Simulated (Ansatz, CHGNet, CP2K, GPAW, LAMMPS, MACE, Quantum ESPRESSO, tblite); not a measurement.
# CP2K on amorphous Ge (61 atoms): settings against a plane-wave reference, part 3 of 3

How do the settings of CP2K change the result for amorphous Ge (61 atoms)? A plane-wave run serves as the yardstick.

Program: CP2K 2026.2; the method stands at each step. Banners, paths, timers and routine set-up lines are dropped from the logs unmarked, and long logs keep their key lines alone; longer cuts are marked.

So far. Step 7 (PBE, DZVP-UZH, 244/50 Ry, diagonalisation): Against the first run (6.0 %), the force difference from the reference is 6.0 %, at 0.87 times the CPU time: the change moves forces by under 0.01 meV/Å r.m.s., so most of the difference comes from elsewhere. Step 8 (revPBE, PBE potentials, DZVP-UZH, 350/50 Ry …): Against the first run (6.0 %), the force difference from the reference is 6.2 %, at 1.0 times the CPU time; the model has changed, so this is no error of the program alone.

### Step 9. BLYP, DZVP-MOLOPT-SR, 350/50 Ry, diagonalisation

Method: Kohn-Sham DFT, BLYP, GTH-BLYP pseudopotentials, Gaussian and plane waves, DZVP-MOLOPT-SR-GTH, diagonalisation.

Contents of input.inp:

```
&GLOBAL
  PROJECT cell
  RUN_TYPE ENERGY_FORCE
  PRINT_LEVEL LOW
&END GLOBAL
&FORCE_EVAL
  METHOD QS
  STRESS_TENSOR ANALYTICAL
  &DFT
    BASIS_SET_FILE_NAME BASIS_MOLOPT
    POTENTIAL_FILE_NAME GTH_POTENTIALS
    &MGRID
      CUTOFF 350
      REL_CUTOFF 50
    &END MGRID
    &QS
      EPS_DEFAULT 1.0E-12
    &END QS
    &SCF
      SCF_GUESS ATOMIC
      EPS_SCF 1.0E-06
      MAX_SCF 200
      ADDED_MOS 27
      &DIAGONALIZATION
        ALGORITHM STANDARD
      &END DIAGONALIZATION
      &SMEAR ON
        METHOD FERMI_DIRAC
        ELECTRONIC_TEMPERATURE [K] 580
      &END SMEAR
      &MIXING
        METHOD BROYDEN_MIXING
        ALPHA 0.15
        NBROYDEN 8
      &END MIXING
      &PRINT
        &RESTART OFF
        &END RESTART
      &END PRINT
    &END SCF
    &XC
      &XC_FUNCTIONAL BLYP
      &END XC_FUNCTIONAL
    &END XC
    &PRINT
      &MULLIKEN ON
      &END MULLIKEN
      &HIRSHFELD ON
        SHAPE_FUNCTION DENSITY
      &END HIRSHFELD
      &MO ON
        EIGENVALUES T
        OCCUPATION_NUMBERS T
        MO_INDEX_RANGE 111 134
        &EACH
          QS_SCF 0
        &END EACH
        ADD_LAST NUMERIC
      &END MO
    &END PRINT
  &END DFT
  &SUBSYS
    &CELL
      A 11.20750 0.00000 0.00000
      B 0.00000 11.20750 0.00000
      C 0.00000 0.00000 11.20750
    &END CELL
    &COORD
[... 61 atom lines left out: the same atoms as in the first run ...]
    &END COORD
    &KIND Ge
      BASIS_SET DZVP-MOLOPT-SR-GTH-q4
      POTENTIAL GTH-BLYP-q4
    &END KIND
  &END SUBSYS
  &PRINT
    &FORCES ON
    &END FORCES
    &STRESS_TENSOR ON
    &END STRESS_TENSOR
  &END PRINT
&END FORCE_EVAL
```

The run is started by

```sh
> OMP_NUM_THREADS=2 cp2k.psmp -i input.inp > output.txt
```

Numbers of over 12 decimals in the logs are rounded to 6 here.

The log of the run:

```text
CP2K| version string:                                       CP2K version 2026.2
 CP2K| Input file name                                                 input.inp
 GLOBAL| Basis set file name                                        BASIS_MOLOPT
 GLOBAL| Potential file name                                      GTH_POTENTIALS
 GLOBAL| Run type                                                   ENERGY_FORCE
 GLOBAL| Total number of message passing processes                             1
 GLOBAL| Number of threads for this process                                    2
[... lines left out ...]
                        Smear method:                                FERMI_DIRAC
[... lines left out ...]
 Number of electrons:                                                        244
[... lines left out ...]
  Step     Update method      Time    Convergence         Total energy    Change
[... lines left out ...]
  *** SCF run converged in    18 steps ***
[... lines left out ...]
  Fermi energy:                                                 0.165122
  Total energy:                                              -237.156334
  Total energy (extrapolated to T->0):                       -237.153436
[... lines left out ...]
 MO| E(Fermi):            0.165122 a.u.          4.493195 eV
[... lines left out ...]
     61       Ge     1       4.000          4.001                        -0.001
  Total Charge                                                           -0.000
 !-----------------------------------------------------------------------------!
 ENERGY| Total FORCE_EVAL ( QS ) energy [hartree]           -237.156341
 FORCES| Atomic forces [hartree/bohr]
 FORCES|   Atom     x               y               z               |f|
 FORCES|      1 -9.49199729E-03  2.37021691E-03  9.71984335E-03   1.37909860E-02
 FORCES|      2 -6.52597372E-03 -1.84050894E-03 -6.49627958E-03   9.39028511E-03
 FORCES|      3  9.87270837E-04 -1.58370937E-02  9.86354657E-03   1.86836236E-02
[...]
FORCES|     60  3.32566985E-03  1.87264389E-02  1.54614391E-02   2.45111341E-02
 FORCES|     61  5.43575766E-03  1.01087766E-02 -3.03360779E-03   1.18717143E-02
 FORCES| Sum     3.12037154E-06 -6.08859644E-07 -3.67896017E-07
 FORCES| Total atomic force                                       3.20043374E-06
 STRESS| Analytical stress tensor [bar]
 STRESS|                        x                   y                   z
 STRESS|      x        5.23391950439E+04  -1.19243219878E+04   9.91267834050E+03
 STRESS|      y       -1.19243219878E+04   5.76492345972E+04  -1.37384301876E+04
 STRESS|      z        9.91267834050E+03  -1.37384301876E+04   8.83199686412E+04
 STRESS| 1/3 Trace                                             6.61027994274E+04
```

Wall time 53 s (2 threads of Arm Neoverse V2, shared host); peak memory 1.6 GiB; 92 s of CPU time.

Compared with the plane-wave run:

| Quantity | Value |
| --- | --- |
| r.m.s. force component | 0.4257 eV/Å |
| r.m.s. difference of force components | 94.55 meV/Å |
| longest difference of force vectors | 354.7 meV/Å |
| force difference over r.m.s. force | 21.37 % |
| slope of forces against the reference's | 0.9398 |
| correlation of force components | 0.977 |
| pressure | 6.61 GPa |
| pressure difference | 2.021 GPa |

Against the first run (6.0 %), the force difference from the reference is 21 %, at 0.66 times the CPU time; the model has changed, so this is no error of the program alone.

### Step 10. PBE, DZVP-UZH, 175/50 Ry, diagonalisation

Method: Kohn-Sham DFT, PBE, GTH-PBE pseudopotentials, Gaussian and plane waves, DZVP-MOLOPT (UZH set), diagonalisation.

Edit input.inp of step 9 so:

```diff
@@ -9,6 +9,6 @@
   &DFT
-    BASIS_SET_FILE_NAME BASIS_MOLOPT
-    POTENTIAL_FILE_NAME GTH_POTENTIALS
+    BASIS_SET_FILE_NAME BASIS_MOLOPT_UZH
+    POTENTIAL_FILE_NAME POTENTIAL_UZH
     &MGRID
-      CUTOFF 350
+      CUTOFF 175
       REL_CUTOFF 50
@@ -41,3 +41,3 @@
     &XC
-      &XC_FUNCTIONAL BLYP
+      &XC_FUNCTIONAL PBE
       &END XC_FUNCTIONAL
@@ -67,8 +67,9 @@
     &END CELL
-    &COORD
-[... 61 atom lines left out: the same atoms as in the first run ...]
-    &END COORD
+    &TOPOLOGY
+      COORD_FILE_NAME structure.xyz
+      COORD_FILE_FORMAT XYZ
+    &END TOPOLOGY
     &KIND Ge
-      BASIS_SET DZVP-MOLOPT-SR-GTH-q4
-      POTENTIAL GTH-BLYP-q4
+      BASIS_SET DZVP-MOLOPT-PBE-GTH-q4
+      POTENTIAL GTH-PBE-q4
     &END KIND
```

Contents of structure.xyz:

```xyz
61

[... 61 atom lines left out: the same atoms as in the first run ...]
```

The log of the run:

```text
CP2K| version string:                                       CP2K version 2026.2
 CP2K| Input file name                                                 input.inp
 GLOBAL| Basis set file name                                    BASIS_MOLOPT_UZH
 GLOBAL| Potential file name                                       POTENTIAL_UZH
 GLOBAL| Run type                                                   ENERGY_FORCE
 GLOBAL| Total number of message passing processes                             1
 GLOBAL| Number of threads for this process                                    2
 TOTAL NUMBERS AND MAXIMUM NUMBERS
  Total number of            - Atomic kinds:                                   1
                             - Atoms:                                         61
[... lines left out ...]
                        Smear method:                                FERMI_DIRAC
[... lines left out ...]
 Number of electrons:                                                        244
[... lines left out ...]
  Step     Update method      Time    Convergence         Total energy    Change
[... lines left out ...]
  *** SCF run converged in    19 steps ***
[... lines left out ...]
  Fermi energy:                                                 0.150405
  Total energy:                                              -239.070291
  Total energy (extrapolated to T->0):                       -239.067269
[... lines left out ...]
 MO| E(Fermi):            0.150405 a.u.          4.092731 eV
[... lines left out ...]
 !-----------------------------------------------------------------------------!
 !-----------------------------------------------------------------------------!
                           Hirshfeld Charges
  #Atom  Element  Kind  Ref Charge     Population                    Net charge
      1       Ge     1       4.000          3.997                         0.003
      2       Ge     1       4.000          3.986                         0.014
      3       Ge     1       4.000          4.008                        -0.008
[...]
60       Ge     1       4.000          4.015                        -0.015
     61       Ge     1       4.000          4.000                        -0.000
  Total Charge                                                           -0.000
 !-----------------------------------------------------------------------------!
 ENERGY| Total FORCE_EVAL ( QS ) energy [hartree]           -239.070274
 FORCES| Atomic forces [hartree/bohr]
 FORCES|   Atom     x               y               z               |f|
 FORCES|      1 -6.03859461E-03  1.75050967E-03  1.03142705E-02   1.20794489E-02
 FORCES|      2 -8.11992178E-03 -1.58254553E-03 -7.38386496E-03   1.10886898E-02
 FORCES|      3  3.24251205E-03 -1.38395115E-02  8.67977875E-03   1.66548648E-02
[...]
FORCES|     60  2.06605379E-03  1.88811346E-02  1.69709648E-02   2.54711497E-02
 FORCES|     61  4.45525112E-03  1.08318616E-02 -4.24188537E-03   1.24568086E-02
 FORCES| Sum     5.38464629E-06 -1.43063697E-05 -1.42050453E-05
 FORCES| Total atomic force                                       2.08674373E-05
 STRESS| Analytical stress tensor [bar]
 STRESS|                        x                   y                   z
 STRESS|      x        4.00756330707E+04  -1.13465522138E+04   9.49643644929E+03
 STRESS|      y       -1.13465522138E+04   4.53612112186E+04  -1.29269397271E+04
 STRESS|      z        9.49643644929E+03  -1.29269397271E+04   7.64341754481E+04
 STRESS| 1/3 Trace                                             5.39570065791E+04
```

Run time: 53 s. Hardware: 2 threads; peak memory 0.84 GiB; 99 s of CPU time.

Compared with the plane-wave run:

```
r.m.s. force component                          : 0.4433 eV/Å
r.m.s. difference of force components           : 26.75 meV/Å
longest difference of force vectors             : 81.79 meV/Å
force difference over r.m.s. force              : 6.045 %
slope of forces against the reference's         : 1
correlation of force components                 : 0.9982
pressure                                        : 5.396 GPa
pressure difference                             : 0.806 GPa
energy less the same-level run's                : 0.0008 meV/atom
r.m.s. force difference from the same-level run : 0.189 meV/Å
```

This is a coarse setting, run to see what it loses.

Against the first run (6.0 %), the force difference from the reference is 6.0 %, at 0.72 times the CPU time: the change moves forces by 0.19 meV/Å r.m.s., so most of the difference comes from elsewhere.

### Step 11. Another try, on a changed input

Edit input.inp of step 10 so:

```diff
@@ -12,3 +12,3 @@
     &MGRID
-      CUTOFF 175
+      CUTOFF 120
       REL_CUTOFF 50
@@ -21,3 +21,3 @@
       EPS_SCF 1.0E-06
-      MAX_SCF 200
+      MAX_SCF 60
       ADDED_MOS 27
```

structure.xyz is that of step 10.

The log of the run:

```text
CP2K| version string:                                       CP2K version 2026.2
 CP2K| Input file name                                                 input.inp
 GLOBAL| Basis set file name                                    BASIS_MOLOPT_UZH
 GLOBAL| Potential file name                                       POTENTIAL_UZH
 GLOBAL| Run type                                                   ENERGY_FORCE
 GLOBAL| Total number of message passing processes                             1
 GLOBAL| Number of threads for this process                                    2
[... lines left out ...]
                        Smear method:                                FERMI_DIRAC
[... lines left out ...]
 Number of electrons:                                                        244
[... lines left out ...]
  Step     Update method      Time    Convergence         Total energy    Change
[... lines left out ...]
  *** SCF run converged in    19 steps ***
[... lines left out ...]
  Fermi energy:                                                 0.150405
  Total energy:                                              -239.070272
  Total energy (extrapolated to T->0):                       -239.067250
[... lines left out ...]
 MO| E(Fermi):            0.150405 a.u.          4.092734 eV
[... lines left out ...]
     61       Ge     1       4.000          4.000                        -0.000
  Total Charge                                                           -0.000
 !-----------------------------------------------------------------------------!
 ENERGY| Total FORCE_EVAL ( QS ) energy [hartree]           -239.070255
 FORCES| Atomic forces [hartree/bohr]
 FORCES|   Atom     x               y               z               |f|
 FORCES|      1 -6.04106730E-03  1.73742965E-03  1.03131686E-02   1.20778559E-02
 FORCES|      2 -8.10400073E-03 -1.57171199E-03 -7.38535648E-03   1.10764885E-02
 FORCES|      3  3.22666412E-03 -1.38345842E-02  8.68846972E-03   1.66522247E-02
[...]
FORCES|     60  2.05110432E-03  1.88828557E-02  1.69824211E-02   2.54788519E-02
 FORCES|     61  4.46608243E-03  1.08205960E-02 -4.22781771E-03   1.24461092E-02
 FORCES| Sum     2.61261492E-06  2.07982947E-05  1.13218471E-04
 FORCES| Total atomic force                                       1.15142594E-04
 STRESS| Analytical stress tensor [bar]
 STRESS|                        x                   y                   z
 STRESS|      x        4.00708844449E+04  -1.13465435416E+04   9.49643904258E+03
 STRESS|      y       -1.13465435416E+04   4.53580880473E+04  -1.29270153100E+04
 STRESS|      z        9.49643904258E+03  -1.29270153100E+04   7.64361738425E+04
 STRESS| 1/3 Trace                                             5.39550487782E+04
```

The job ended after 48 s (2 threads; peak memory 0.65 GiB; 90 s of CPU time).

The change (cutoff 120 Ry) was meant as a doubtful one, but did little harm here.

Against the reference:

- r.m.s. difference of force components: 26.75 meV/Å
- longest difference of force vectors: 81.94 meV/Å
- force difference over r.m.s. force: 6.045 %
- slope of forces against the reference's: 0.9999
- correlation of force components: 0.9982
- energy less the same-level run's: 0.0092 meV/atom
- r.m.s. force difference from the same-level run: 0.478 meV/Å

### Step 12. The ladder

Differences are against the plane-wave reference, forces as r.m.s. over components; share is that over the reference's r.m.s. force, slope the least-squares factor from reference forces to these. Total energies of different programs have different zeros and aren't compared.

```csv
run,"Δ force, r.m.s. (meV/Å)",share (%),slope,Δ pressure (GPa),cores,CPU time,memory (GiB)
reference,-,-,-,-,4,12 min,4.1
"CP2K PBE, DZVP-UZH, 350/50 Ry, diagonalisation",26.8,6.05,1.000,0.806,2,2.3 min,1.6
"CP2K PBE, TZVP-MOLOPT (SR for Ge), 350/50 Ry, diagonalisation",19.5,4.40,0.999,0.698,4,2.1 min,3.0
"CP2K PBE, DZVP-MOLOPT (SR for Ge), 350/50 Ry, diagonalisation",23.4,5.28,0.993,1.04,2,89 s,1.6
"CP2K PBE, DZVP-UZH, 350/30 Ry, diagonalisation (coarse)",26.8,6.05,1.000,0.808,2,96 s,1.6
"CP2K PBE+rVV10L, DZVP-UZH, 350/50 Ry, diagonalisation",33.7,7.61,1.004,0.519,2,4.9 min,3.1
"CP2K PBE, DZVP-UZH, 244/50 Ry, diagonalisation (coarse)",26.8,6.05,1.000,0.806,2,2 min,1.2
"CP2K revPBE, PBE potentials, DZVP-UZH, 350/50 Ry, diagonalisation",27.5,6.21,0.997,1.06,2,2.4 min,1.6
"CP2K BLYP, DZVP-MOLOPT-SR, 350/50 Ry, diagonalisation",94.5,21.4,0.940,2.02,2,92 s,1.6
"CP2K PBE, DZVP-UZH, 175/50 Ry, diagonalisation (coarse)",26.7,6.04,1.000,0.806,2,99 s,0.84
```

Rows marked coarse were listed beforehand as settings not expected to be converged; some can still land near the reference.

CPU time is summed over cores on a shared host, where runs went side by side, so it is rough. Symmetry, cutoffs, thresholds, outputs and thread counts weren't matched or tuned between programs; memory under MPI is the largest rank's times the ranks.

Within one program, basis, potentials and functional, energies share a zero. Each run against its twin at the usual cutoff or grid and solver:

```csv
run,twin,Δ energy (meV/atom),"Δ force, r.m.s. (meV/Å)",CPU time over the twin's
"CP2K PBE, DZVP-UZH, 350/30 Ry, diagonalisation","DZVP-UZH, 350/50 Ry, diagonalisation",-0.0324,0.298,0.69
"CP2K PBE, DZVP-UZH, 244/50 Ry, diagonalisation","DZVP-UZH, 350/50 Ry, diagonalisation",-1.0e-4,0.009,0.87
"CP2K PBE, DZVP-UZH, 175/50 Ry, diagonalisation","DZVP-UZH, 350/50 Ry, diagonalisation",8.0e-4,0.189,0.72
```

Further runs of this program without a result: CP2K GFN1-xTB, diagonalisation (not converged).

### Step 13. What came out

```yaml
nearest_in_forces: CP2K PBE, TZVP-MOLOPT (SR for Ge), 350/50 Ry, diagonalisation, 4.4 %
its_cpu_time: 2.1 min
```

The PBE runs in local orbitals, coarse settings apart, differ by 4.4 % (CP2K PBE, TZVP-MOLOPT (SR for Ge), 350/50 Ry, diagonalisation) to 6.0 % (CP2K PBE, DZVP-UZH, 350/50 Ry, diagonalisation); basis, grid and potentials can all enter. Rows with another functional or a dispersion term differ by 6.2 % (CP2K revPBE, PBE potentials, DZVP-UZH, 350/50 Ry, diagonalisation) to 21 % (CP2K BLYP, DZVP-MOLOPT-SR, 350/50 Ry, diagonalisation), which mixes the change of model with differences of basis and potentials, some of them made for another functional. Runs with settings chosen to be coarse differ by 6.0 % (CP2K PBE, DZVP-UZH, 175/50 Ry, diagonalisation) to 6.1 % (CP2K PBE, DZVP-UZH, 350/30 Ry, diagonalisation), their programs' other errors included. Of the electronic-structure runs that take under half the reference's CPU time, CP2K PBE, TZVP-MOLOPT (SR for Ge), 350/50 Ry, diagonalisation comes nearest, at 4.4 % in 2.1 min against 12 min. The potentials hold different valence shells: 854 electrons in the reference, 244 in CP2K with DZVP-MOLOPT; this bears on time and differences. The reference's pressure holds the uncorrected Pulay stress of its 45 Ry basis, so small pressure differences, and their order, may be the reference's own error. The quench rate of 6 K/ps is many orders above laboratory rates, so the cell is likely richer in defects and strain than a real sample. The network of bonds at the start is that of the classical potential that made the cell, and needn't be the one that DFT or experiment would give. The reference's stress is far from hydrostatic: its diagonal is 3.2, 3.7, 6.8 GPa, compression counted positive. The electronic-structure runs sample only Γ, in a cell whose shortest periodic width is 11 Å, which is coarse for a cell with partly filled levels.

[Also dropped from logs without a mark: logging warnings of Python, and SIESTA's first energy breakdown and zero terms.]

[Logs are printed without paths, hosts, clocks, repeated set-up lines and the standing remarks that a program may print on its own settings, such as how far it seeks lower states.]

[Hosts, paths, dates, database ids (printed as entryN), source tags and the programs' standing remarks are cut or masked in the printed files.]
